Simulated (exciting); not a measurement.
# TaAgO3: the O K edge from the Bethe–Salpeter equation, part 3 of 3

Aim: the O K absorption edge of TaAgO3 with the electron–hole interaction treated explicitly, and what each term of the kernel does.

exciting sodium; X-ray absorption, core-level Bethe-Salpeter equation, exchange and statically screened direct term, Tamm-Dancoff, all-electron LAPW+lo LDA.

So far. Step 6 (Exchange alone): Maxima (height): 2.4 eV (0.66), 3.2 eV (0.66), 8.8 eV (0.61), 11.9 eV (0.60) and 20.7 eV (0.33); 1 lower ones aren't listed. The spectrum differs from the independent-particle run by 3 % r.m.s. Step 7 (Local-field cutoff): Wall time by task: xsgeneigvec 17 s, screen 52 s, scrcoulint 31 s, exccoulint 28 s, bse 2.2 s.

## 8. Coarser mesh

Changed against the first singlet run: k mesh from 2×2×2 to 1×1×1.

input.xml

```
<input>
  <title>TaAgO3</title>
  <structure speciespath="." autormt="false" epslat="1.0e-5">
    <crystal>
      <basevect>5.2682318572 3.0416150810 8.7767291203</basevect>
      <basevect>-5.2682318572 3.0416150810 8.7767291203</basevect>
      <basevect>0.0000000000 -6.0832301618 8.7767291203</basevect>
    </crystal>
    <species speciesfile="Ta.xml" rmt="2.135">
      <atom coord="0.0000000000 0.0000000000 0.0000000000"/>
      <atom coord="0.5000000000 0.5000000000 0.5000000000"/>
    </species>
    <species speciesfile="Ag.xml" rmt="2.245">
      <atom coord="0.7500000000 0.7500000000 0.7500000000"/>
      <atom coord="0.2500000000 0.2500000000 0.2500000000"/>
    </species>
    <species speciesfile="O.xml" rmt="1.548">
      <atom coord="0.8065260000 0.2500000000 0.6934740000"/>
      <atom coord="0.2500000000 0.6934740000 0.8065260000"/>
      <atom coord="0.6934740000 0.8065260000 0.2500000000"/>
      <atom coord="0.7500000000 0.3065260000 0.1934740000"/>
      <atom coord="0.1934740000 0.7500000000 0.3065260000"/>
      <atom coord="0.3065260000 0.1934740000 0.7500000000"/>
    </species>
  </structure>
  <groundstate do="skip" xctype="LDA_PW" ngridk="3 3 3" rgkmax="6.5" gmaxvr="14" nempty="8" swidth="0.001" maxscl="100" epsengy="1e-5"/>
  <xs xstype="BSE" ngridk="1 1 1" ngridq="1 1 1" vkloff="0.097 0.273 0.493" rgkmax="6.5" nempty="56" gqmax="3" lmaxapwwf="5" lmaxemat="2" broad="0.01654" tevout="true">
    <energywindow intv="18.031 19.648" points="439"/>
    <screening screentype="full" nempty="86"/>
    <BSE xas="true" xasspecies="3" xasatom="1" xasedge="K" bsetype="singlet" nstlxas="1 52"/>
    <qpointset>
      <qpoint>0 0 0</qpoint>
    </qpointset>
    <plan>
      <doonly task="xsgeneigvec"/>
      <doonly task="writepmatxs"/>
      <doonly task="scrgeneigvec"/>
      <doonly task="scrwritepmat"/>
      <doonly task="screen"/>
      <doonly task="scrcoulint"/>
      <doonly task="exccoulint"/>
    </plan>
  </xs>
</input>
```

input.xml for the last start (plan only)

```
  <plan>
    <doonly task="bse"/>
  </plan>
```

The run is started by

```console
OMP_NUM_THREADS=4 exciting
OMP_NUM_THREADS=4 exciting
```

Numbers of over 12 decimals in the logs are rounded to 6 here.

Output:

```text
| EXCITING SODIUM started for task xsgeneigvec ( 301)                          =
One-shot GS runs for BSE calculations
One-shot GS runs for k+qmt/2 grids
Info(xsgeneigvec): Generating eigenvectors for Q-point      1
Info(xsgeneigvec): Generation of eigenvectors finished
| EXCITING SODIUM started for task writepmatxs ( 320)                          =
Info(writepmatxs): Momentum matrix elements finished
| EXCITING SODIUM started for task scrgeneigvec ( 401)                         =
One-shot GS runs for BSE calculations
One-shot GS runs for k+qmt/2 grids
[...]
Info(setup_bse_block): Setting up RR part of hamiltonian
Info(setup_bse_block): Singlet spin state
Info(bse): Diagonalizing RR Hamiltonian (TDA)
Info(bse): Invoking Lapack routine ZHEEVR
       104 eigen solutions found in the interval:
         i1=       1 i2=     104
Info(bse): Writing excition energies and oscillator strengths to text file.
Info(makespectrum_dist): Making spectrum using formula for coupling with time reversed AR basis.
Info(makespectrum_dist): Using formalism for vanishing momentum transfer.
Info(writederived): Writing quantities derived from the macroscopic dielectric function.
Info(bselauncher): Spectrum finished for iqmt=  1
Info(bselauncher): All done for BSE type singlet
```

It took 86 s on 4 threads of Arm Neoverse V1, shared host.

Wall time by task: xsgeneigvec 6.9 s, writepmatxs 8.2 s, scrgeneigvec 5.9 s, scrwritepmat 8 s, screen 12 s, scrcoulint 11 s, exccoulint 30 s, bse 1.8 s.

These settings are cheaper. The spectrum differs from the singlet run by 35 % r.m.s. The highest maximum lies at 0.1 eV (1.01), against 0.7 eV (1.00). The first bright state moves from -0.51 to -1.08 eV. The lowest bare transition of this run lies at 0.67 eV, against 0.19. A coarse mesh samples few band energies, and it inflates the long-range part of the attraction.

| E (eV) | first run | this run |
| --- | --- | --- |
| -4.0 | 0.02 | 0.03 |
| -3.0 | 0.03 | 0.05 |
| -2.0 | 0.06 | 0.14 |
| -1.0 | 0.17 | 0.55 |
| 0.0 | 0.71 | 0.97 |
| 1.0 | 0.94 | 0.53 |
| 2.0 | 0.46 | 0.47 |
| 3.0 | 0.29 | 0.30 |
| 4.0 | 0.33 | 0.45 |
| 5.0 | 0.60 | 0.57 |
| 6.0 | 0.60 | 0.40 |
| 7.0 | 0.62 | 0.75 |
| 8.0 | 0.46 | 0.27 |
| 9.0 | 0.28 | 0.15 |
| 10.0 | 0.30 | 0.38 |
| 11.0 | 0.35 | 0.37 |
| 12.0 | 0.29 | 0.51 |
| 13.0 | 0.24 | 0.22 |
| 14.0 | 0.15 | 0.14 |
| 15.0 | 0.19 | 0.20 |
| 16.0 | 0.20 | 0.13 |
| 17.0 | 0.18 | 0.24 |
| 18.0 | 0.20 | 0.20 |
| 19.0 | 0.22 | 0.23 |
| 20.0 | 0.24 | 0.19 |
| 21.0 | 0.16 | 0.18 |
| 22.0 | 0.15 | 0.15 |

## 9. The levels of theory side by side

| level | curve passes 0.15 (eV) | highest maximum (eV) | its height |
| --- | --- | --- | --- |
| IP | 0.5 | 2.3 | 0.69 |
| RPA | 0.6 | 2.4 | 0.66 |
| singlet | -1.1 | 0.7 | 1.00 |

| E (eV) | IP | RPA | singlet |
| --- | --- | --- | --- |
| -4.0 | 0.01 | 0.01 | 0.02 |
| -3.0 | 0.02 | 0.01 | 0.03 |
| -2.0 | 0.02 | 0.02 | 0.06 |
| -1.0 | 0.04 | 0.03 | 0.17 |
| 0.0 | 0.09 | 0.08 | 0.71 |
| 1.0 | 0.24 | 0.22 | 0.94 |
| 2.0 | 0.59 | 0.55 | 0.46 |
| 3.0 | 0.64 | 0.63 | 0.29 |
| 4.0 | 0.29 | 0.30 | 0.33 |
| 5.0 | 0.25 | 0.25 | 0.60 |
| 6.0 | 0.37 | 0.36 | 0.60 |
| 7.0 | 0.46 | 0.45 | 0.62 |
| 8.0 | 0.59 | 0.58 | 0.46 |
| 9.0 | 0.60 | 0.60 | 0.28 |
| 10.0 | 0.28 | 0.29 | 0.30 |
| 11.0 | 0.31 | 0.30 | 0.35 |
| 12.0 | 0.59 | 0.60 | 0.29 |
| 13.0 | 0.47 | 0.49 | 0.24 |
| 14.0 | 0.31 | 0.33 | 0.15 |
| 15.0 | 0.22 | 0.23 | 0.19 |
| 16.0 | 0.23 | 0.23 | 0.20 |
| 17.0 | 0.22 | 0.22 | 0.18 |
| 18.0 | 0.21 | 0.22 | 0.20 |
| 19.0 | 0.23 | 0.23 | 0.22 |
| 20.0 | 0.28 | 0.29 | 0.24 |
| 21.0 | 0.29 | 0.30 | 0.16 |
| 22.0 | 0.21 | 0.21 | 0.15 |

## 10. Results

```json
{
 "absorber and edge": "O K, atom 5",
 "surroundings": "2 Ta at 2.01 Å (bent, 162°, site symmetry 2)",
 "first bright state": "-0.51 eV from the Kohn–Sham onset, on this mesh",
 "highest maximum": "0.7 eV",
 "cost of the BSE run": "5.9 min on 4 MPI ranks of Arm Neoverse V1, shared host; the last task ran on as many threads"
}
```

Is a core exciton bound? Yes on this mesh: the first bright state (over 5 % of the brightest) lies at -0.51 eV from the Kohn–Sham onset and at -0.70 eV from the lowest bare transition of its own mesh. Exchange alone changes the independent-particle spectrum by 3 % r.m.s. Binding energies aren't converged on 8 k points, and fine structure above the first lines is partly noise of the mesh. The kernel cutoff is low for a compact core orbital, so the effect of exchange is a lower bound. The zero comes from the unshifted 3×3×3 ground-state mesh; it is exact only where the band minimum lies on that mesh. The Kohn–Sham onset, 503 eV, is no photon energy: the scale needs a rigid shift. Bands and screening come from semilocal DFT, whose small gap overscreens. Vibrations and energy-dependent lifetimes are left out. The structure is a Materials Project entry, computed there, and may be a hypothetical form.

[Banner, clock and machine lines of the logs are left out without a mark of their own.]

[Logs are printed without paths, hosts, clocks, repeated set-up lines and the standing remarks that a program may print on its own settings, such as how far it seeks lower states.]

[Hosts, paths, dates, database ids (printed as entryN), source tags and the programs' standing remarks are cut or masked in the printed files.]
